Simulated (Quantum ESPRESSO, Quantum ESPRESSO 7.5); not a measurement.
# Mo(100): thickness series by an ASE script

Wanted: a thickness series of Mo(100), driven from Python.

Main program and level: Quantum ESPRESSO 7.5; plane-wave DFT, PBE, GBRV ultrasoft pseudopotentials.

**Measured values to reproduce.**

“Anisotropic work function of elemental crystals” (2019, arxiv:1902.07811) quotes from earlier work for Mo (clean (100) face, which reconstructs): work function (clean (100) face, which reconstructs) 4.45 eV.

### 1. Starting point

The cell holds 8 atoms: 8 Mo. Its edges and angles: a = 3.150 Å, b = 3.150 Å, c = 26.025 Å, α = 90.0°, β = 90.0°, γ = 90.0°. It derives from Mo. Vacuum lies along c.

Coordinates:

```
Mo
1.0
     3.15000    0.00000    0.00000
     0.00000    3.15000    0.00000
     0.00000    0.00000   26.02500
Mo
8
Direct
  0.50000 0.50000 0.28818
  0.00000 0.00000 0.34870
  0.50000 0.50000 0.40922
  0.00000 0.00000 0.46974
  0.50000 0.50000 0.53026
  0.00000 0.00000 0.59078
  0.50000 0.50000 0.65130
  0.00000 0.00000 0.71182
```

### 2. Running the series

ASE writes the inputs, starts pw.x and reads the results. Under ESM bc1 the zero of energy of a symmetric slab is the vacuum, so the work function is minus the Fermi level.

Contents of run.py:

```python
import json
import numpy as np
from ase.build import bcc100
from ase.calculators.espresso import Espresso, EspressoProfile

profile = EspressoProfile(command='mpirun -n 4 pw.x -nk 4', pseudo_dir='../pseudo')
pseudopotentials = {'Mo': 'mo_pbe_v1.uspp.F.UPF'}
system = {'ecutwfc': 40, 'ecutrho': 200, 'occupations': 'smearing', 'smearing': 'mv', 'degauss': 0.02}


def calculator(name, kpts, **extra):
    data = dict(control=dict(tprnfor=True, verbosity='high', disk_io='none'),
                system=system | extra,
                electrons=dict(conv_thr=1e-07, mixing_beta=0.4, mixing_mode='local-TF',
                               electron_maxstep=100))
    return Espresso(profile=profile, directory=name, pseudopotentials=pseudopotentials, kpts=kpts, input_data=data)


def centre(atoms):
    z = atoms.positions[:, 2]
    atoms.positions[:, 2] -= (z.max() + z.min()) / 2  # ESM wants the slab about z = 0
    return atoms


rows = []
for n in [3, 4, 5, 6, 7, 8]:
    slab = centre(bcc100('Mo', size=(1, 1, n), a=3.15, vacuum=7.5, periodic=True))
    slab.set_initial_magnetic_moments([0.0] * n)
    slab.calc = calculator(f'n{n}', (10, 10, 1), assume_isolated='esm', esm_bc='bc1')
    energy = slab.get_potential_energy()
    work = -slab.calc.get_fermi_level()
    force = slab.get_forces()[-1, 2]
    rows.append([n, energy, work, force])
    print(f'{n} layers: E = {energy:.5f} eV, work function {work:.3f} eV, force on the top atom {force:+.3f} eV/A')

n, energy = np.array(rows)[:, :2].T
slope, offset = np.polyfit(n[1:], energy[1:], 1)
area = np.linalg.norm(np.cross(*slab.cell[:2]))
gamma = offset / (2 * area) * 16.0218
print(f'bulk energy from the slope {slope:.5f} eV an atom; unrelaxed surface energy {gamma:.3f} J/m^2')
json.dump(dict(rows=rows, slope=slope, gamma=gamma), open('result.json', 'w'))
```

The run is started by

```console
$ OMP_NUM_THREADS=1 python run.py
```

Log:

```text
3 layers: E = -5683.01371 eV, work function 4.105 eV, force on the top atom -1.336 eV/A
4 layers: E = -7578.84114 eV, work function 3.900 eV, force on the top atom -1.541 eV/A
5 layers: E = -9474.66735 eV, work function 3.987 eV, force on the top atom -1.267 eV/A
6 layers: E = -11370.51640 eV, work function 3.965 eV, force on the top atom -1.474 eV/A
7 layers: E = -13266.31047 eV, work function 3.967 eV, force on the top atom -1.382 eV/A
8 layers: E = -15162.10136 eV, work function 3.954 eV, force on the top atom -1.395 eV/A
bulk energy from the slope -1895.81636 eV an atom; unrelaxed surface energy 3.561 J/m^2
```

Run time: 14 min. Hardware: 4 MPI ranks of Arm Neoverse V1, shared host; peak memory 0.93 GiB.

The input that ASE wrote for the first run, and its log:

```
&CONTROL
   verbosity        = 'high'
   tprnfor          = .true.
   disk_io          = 'none'
   pseudo_dir       = '../pseudo'
/
&SYSTEM
   ecutwfc          = 40
   ecutrho          = 200
   occupations      = 'smearing'
   degauss          = 0.02
   smearing         = 'mv'
   assume_isolated  = 'esm'
   esm_bc           = 'bc1'
   ntyp             = 1
   nat              = 3
   ibrav            = 0
/
&ELECTRONS
   electron_maxstep = 100
   conv_thr         = 1e-07
   mixing_mode      = 'local-TF'
   mixing_beta      = 0.4
/
&IONS
/
&CELL
/
&FCP
/
&RISM
/
ATOMIC_SPECIES
Mo 95.95 mo_pbe_v1.uspp.F.UPF

K_POINTS automatic
10 10 1  0 0 0

CELL_PARAMETERS angstrom
3.15000000000000 0.00000000000000 0.00000000000000
0.00000000000000 3.15000000000000 0.00000000000000
0.00000000000000 0.00000000000000 18.15000000000000

ATOMIC_POSITIONS angstrom
Mo 0.0000000000 0.0000000000 -1.5750000000  
Mo 1.5750000000 1.5750000000 0.0000000000  
Mo 0.0000000000 0.0000000000 1.5750000000
```

```text
Program PWSCF v.7.5 starts
[citation notice left out]

     Parallel version (MPI & OpenMP), running on       4 processor cores
     Number of MPI processes:                 4
     Threads/MPI process:                     1

     MPI processes distributed on     1 nodes
[... 1 line left out ...]

Warning: card &CELL ignored
Warning: card &FCP ignored
Warning: card &RISM ignored

     Current dimensions of program PWSCF are:
     Max number of different atomic species (ntypx) = 10
     Max number of k-points (npk) =  40000
     Max angular momentum in pseudopotentials (lmaxx) =  4
     Message from routine setup:
     using ibrav=0 with symmetry is DISCOURAGED, use correct ibrav instead

     K-points division:     npool     =       4
     Subspace diagonalization in iterative solution of the eigenvalue problem:
     a serial algorithm will be used

     G-vector sticks info
     --------------------
     sticks:   dense  smooth     PW     G-vecs:    dense   smooth      PW
     Sum         561     437    137                58011    41351    7253

     Using Slab Decomposition

     bravais-lattice index     =            0
     lattice parameter (alat)  =       5.9526  a.u.
     unit-cell volume          =    1215.3303 (a.u.)^3
     number of atoms/cell      =            3
     number of atomic types    =            1
     number of electrons       =        42.00
     number of Kohn-Sham states=           25
     kinetic-energy cutoff     =      40.0000  Ry
     charge density cutoff     =     200.0000  Ry
     scf convergence threshold =      1.0E-07
     mixing beta               =       0.4000
     number of iterations used =            8  local-TF  mixing
     Exchange-correlation= SLA  PW   PBE  PBE
                           (   1   4   3   4   0   0   0)

     Effective Screening Medium Method
     =================================
     Boundary Conditions: Vacuum-Slab-Vacuum
     total charge in unit cell        =   0.0000
     grid points for fit at edges     =        4

[... 10 lines left out ...]
     PseudoPot. # 1 for Mo read from file:
     ../pseudo/mo_pbe_v1.uspp.F.UPF
     Pseudo is Ultrasoft + core correction, Zval = 14.0
     Generated by new atomic code, or converted to UPF format
     Using radial grid of  889 points,  6 beta functions with:
                l(1) =   0
                l(2) =   0
                l(3) =   1
                l(4) =   1
                l(5) =   2
                l(6) =   2
     Q(r) pseudized with  6 coefficients,  rinner =    1.000   1.000   1.000
                                                       1.000   1.000

     atomic species   valence    mass     pseudopotential
     Mo               14.00    95.95000     Mo( 1.00)

     16 Sym. Ops., with inversion, found

                                    s                        frac. trans.

      isym =  1     identity

 cryst.   s( 1) = (     1          0          0      )
[... 646 lines left out ...]
   -38.9901 -38.8633 -38.7332 -38.7332  -9.9276  -8.5636  -8.2329  -7.6951
    -6.2789  -5.1163  -5.1163  -4.6270  -4.3165  -4.1481  -3.9876  -3.9876
    -3.6901

     occupation numbers
     1.0000   1.0000   1.0000   1.0000   1.0000   1.0000   1.0000   1.0000
     1.0000   1.0000   1.0000   1.0000   1.0000   1.0000   1.0000   1.0000
     1.0000   1.0000   1.0000   1.0488   0.9358   0.5130   0.1623   0.1623
     0.0035

[... 200 lines left out ...]

     the Fermi energy is    -4.1054 ev

!    total energy              =    -417.69383994 Ry
     estimated scf accuracy    <       0.00000008 Ry
     smearing contrib. (-TS)   =      -0.00337517 Ry
     internal energy E=F+TS    =    -417.69046477 Ry

     The total energy is F=E-TS. E is the sum of the following terms:
     one-electron contribution =    1766.74509620 Ry
     hartree contribution      =    -896.24058600 Ry
     xc contribution           =     -57.62345765 Ry
     ewald contribution        =   -1230.57151732 Ry

     convergence has been achieved in  28 iterations

     negative rho (up, down):  3.467E-03 0.000E+00

     Forces acting on atoms (cartesian axes, Ry/au):

     atom    1 type  1   force =     0.00000000    0.00000000    0.05195851
     atom    2 type  1   force =     0.00000000    0.00000000    0.00000000
     atom    3 type  1   force =     0.00000000    0.00000000   -0.05195851
     The non-local contrib.  to forces
     atom    1 type  1   force =     0.00000000    0.00000000    0.07495346
     atom    2 type  1   force =     0.00000000    0.00000000    0.00000000
     atom    3 type  1   force =     0.00000000    0.00000000   -0.07495346
     The ionic contribution  to forces
     atom    1 type  1   force =     0.00000000    0.00000000 -130.89547458
     atom    2 type  1   force =    -0.00000000   -0.00000000    0.00000000
     atom    3 type  1   force =     0.00000000    0.00000000  130.89547458
     The local contribution  to forces
     atom    1 type  1   force =     0.00000000    0.00000000  130.88410805
     atom    2 type  1   force =    -0.00000000   -0.00000000    0.00000871
     atom    3 type  1   force =     0.00000000    0.00000000 -130.88409063
     The core correction contribution to forces
     atom    1 type  1   force =     0.00000000    0.00000000   -0.01224551
     atom    2 type  1   force =     0.00000000    0.00000000   -0.00000000
     atom    3 type  1   force =     0.00000000    0.00000000    0.01224551
     The Hubbard contrib.    to forces
     atom    1 type  1   force =     0.00000000    0.00000000    0.00000000
     atom    2 type  1   force =     0.00000000    0.00000000    0.00000000
     atom    3 type  1   force =     0.00000000    0.00000000    0.00000000
     The SCF correction term to forces
     atom    1 type  1   force =    -0.00000000    0.00000000    0.00062575
     atom    2 type  1   force =     0.00000000    0.00000000   -0.00000006
     atom    3 type  1   force =     0.00000000   -0.00000000   -0.00062585

     Total force =     0.073480     Total SCF correction =     0.000885
     Message from routine punch:
     Nothing written, as per user request (disk_io='none')

[... 1 line left out ...]

[... 1 line left out ...]

[... 1 line left out ...]

[... 3 lines left out ...]

[... 1 line left out ...]

[... 2 lines left out ...]

[... 1 line left out ...]

[... 1 line left out ...]

=------------------------------------------------------------------------------=
   JOB DONE.
=------------------------------------------------------------------------------=
```

Read from the output:

| Item | Value |
| --- | --- |
| surface energy | 3.561 J/m² |
| work function of the thickest slab | 3.954 eV |

The work function by layers:

| layers | work function (eV) |
| --- | --- |
| 3.00 | 4.11 |
| 4.00 | 3.90 |
| 5.00 | 3.99 |
| 6.00 | 3.97 |
| 7.00 | 3.97 |
| 8.00 | 3.95 |

The force on the top atom along the normal by layers:

| layers | force on the top atom along the normal (eV/Å) |
| --- | --- |
| 3.00 | -1.34 |
| 4.00 | -1.54 |
| 5.00 | -1.27 |
| 6.00 | -1.47 |
| 7.00 | -1.38 |
| 8.00 | -1.39 |

The energy less the bulk line's slope by layers:

| layers | energy less the bulk line's slope (meV) |
| --- | --- |
| 3.00 | 4435 |
| 4.00 | 4424 |
| 5.00 | 4414 |
| 6.00 | 4382 |
| 7.00 | 4404 |
| 8.00 | 4429 |

### 3. Running the series: RPBE, GBRV ultrasoft

Level of this step: plane-wave DFT, RPBE, GBRV ultrasoft pseudopotentials made under PBE (Quantum ESPRESSO 7.5). input_dft overrides the functional of the files.

run.py is the input of step 2 with these lines changed:

```diff
@@ -7,3 +7,3 @@
 pseudopotentials = {'Mo': 'mo_pbe_v1.uspp.F.UPF'}
-system = {'ecutwfc': 40, 'ecutrho': 200, 'occupations': 'smearing', 'smearing': 'mv', 'degauss': 0.02}
+system = {'ecutwfc': 40, 'ecutrho': 200, 'input_dft': 'rpbe', 'occupations': 'smearing', 'smearing': 'mv', 'degauss': 0.02}
```

The run is started by

```console
$ OMP_NUM_THREADS=1 python run.py
```

Log:

```text
3 layers: E = -5684.51277 eV, work function 3.947 eV, force on the top atom -1.179 eV/A
4 layers: E = -7580.74194 eV, work function 3.747 eV, force on the top atom -1.358 eV/A
5 layers: E = -9476.96519 eV, work function 3.835 eV, force on the top atom -1.065 eV/A
6 layers: E = -11373.21355 eV, work function 3.814 eV, force on the top atom -1.292 eV/A
7 layers: E = -13269.40538 eV, work function 3.817 eV, force on the top atom -1.185 eV/A
8 layers: E = -15165.59464 eV, work function 3.805 eV, force on the top atom -1.203 eV/A
bulk energy from the slope -1896.21456 eV an atom; unrelaxed surface energy 3.313 J/m^2
```

Elapsed: 14 min, on 4 MPI ranks; peak memory 0.94 GiB.

Read from the output:

```
surface energy                     : 3.313 J/m²
work function of the thickest slab : 3.805 eV
```

The work function by layers:

| layers | work function (eV) |
| --- | --- |
| 3.00 | 3.95 |
| 4.00 | 3.75 |
| 5.00 | 3.84 |
| 6.00 | 3.81 |
| 7.00 | 3.82 |
| 8.00 | 3.80 |

Force on the top atom along the normal against layers:

| layers | force on the top atom along the normal (eV/Å) |
| --- | --- |
| 3.00 | -1.18 |
| 4.00 | -1.36 |
| 5.00 | -1.06 |
| 6.00 | -1.29 |
| 7.00 | -1.19 |
| 8.00 | -1.20 |

Energy less the bulk line's slope against layers:

| layers | energy less the bulk line's slope (meV) |
| --- | --- |
| 3.00 | 4131 |
| 4.00 | 4116 |
| 5.00 | 4108 |
| 6.00 | 4074 |
| 7.00 | 4097 |
| 8.00 | 4122 |

### 4. Worked from the printed numbers

γ = (E_N − N e_bulk)/(2A). The excess of the thickest slab is 4.429 eV and A = 9.922 Å²: 4.429/(2 × 9.922) × 16.02 = 3.58 J/m² (1 eV/Å² = 16.02 J/m²); the fit's intercept gives 3.56.

### 5. What came out

```yaml
work_function_of_the_thickest_slab_pbe_gbrv_ultrasoft: 3.95 eV
unrelaxed_surface_energy_pbe_gbrv_ultrasoft: 3.56 J/m²
work_function_of_the_thickest_slab_rpbe_gbrv_ultrasoft_made_under_pbe: 3.80 eV
unrelaxed_surface_energy_rpbe_gbrv_ultrasoft_made_under_pbe: 3.31 J/m²
```

In words: The thickest slab gives a work function of 3.95 eV and the series an unrelaxed surface energy of 3.56 J/m² (PBE, GBRV ultrasoft). The work function swings by 0.21 eV over 3 to 8 layers and by 0.01 eV over the last step; confined states crossing the Fermi level and the finite mesh both contribute. From 4 layers on it stays within 0.1 eV. The force on the top atom of the thickest slab points inwards (1.39 eV/Å). The slabs are cut from the bulk at the tabulated lattice constant and not relaxed; the surface energy comes from a straight line through the energies of all but the thinnest slab.

Calculation against experiment:

```
                                                 quantity  measured        PBE, GBRV  RPBE, GBRV (made under PBE)
work function (clean (100) face, which reconstructs) (eV)      4.45  3.95 (-0.50 eV)              3.80 (-0.65 eV)
```

Measured values from arxiv:1902.07811 (2019).

How well it matches: The grades are ours: good and fair within 3 and 7 % for the work function. Other measurements of the same face can differ from the value quoted by 0.1 to 0.2 eV.

[Logs are printed without paths, hosts, clocks, repeated set-up lines and the standing remarks that a program may print on its own settings, such as how far it seeks lower states.]

[Hosts, paths, dates, database ids (printed as entryN), source tags and the programs' standing remarks are cut or masked in the printed files.]

[Maps of the electrostatic potential energy from Ansatz leave out the sawtooth potential of an applied field or a dipole correction, so their vacuum need not be flat; planar profiles and work functions include it.]
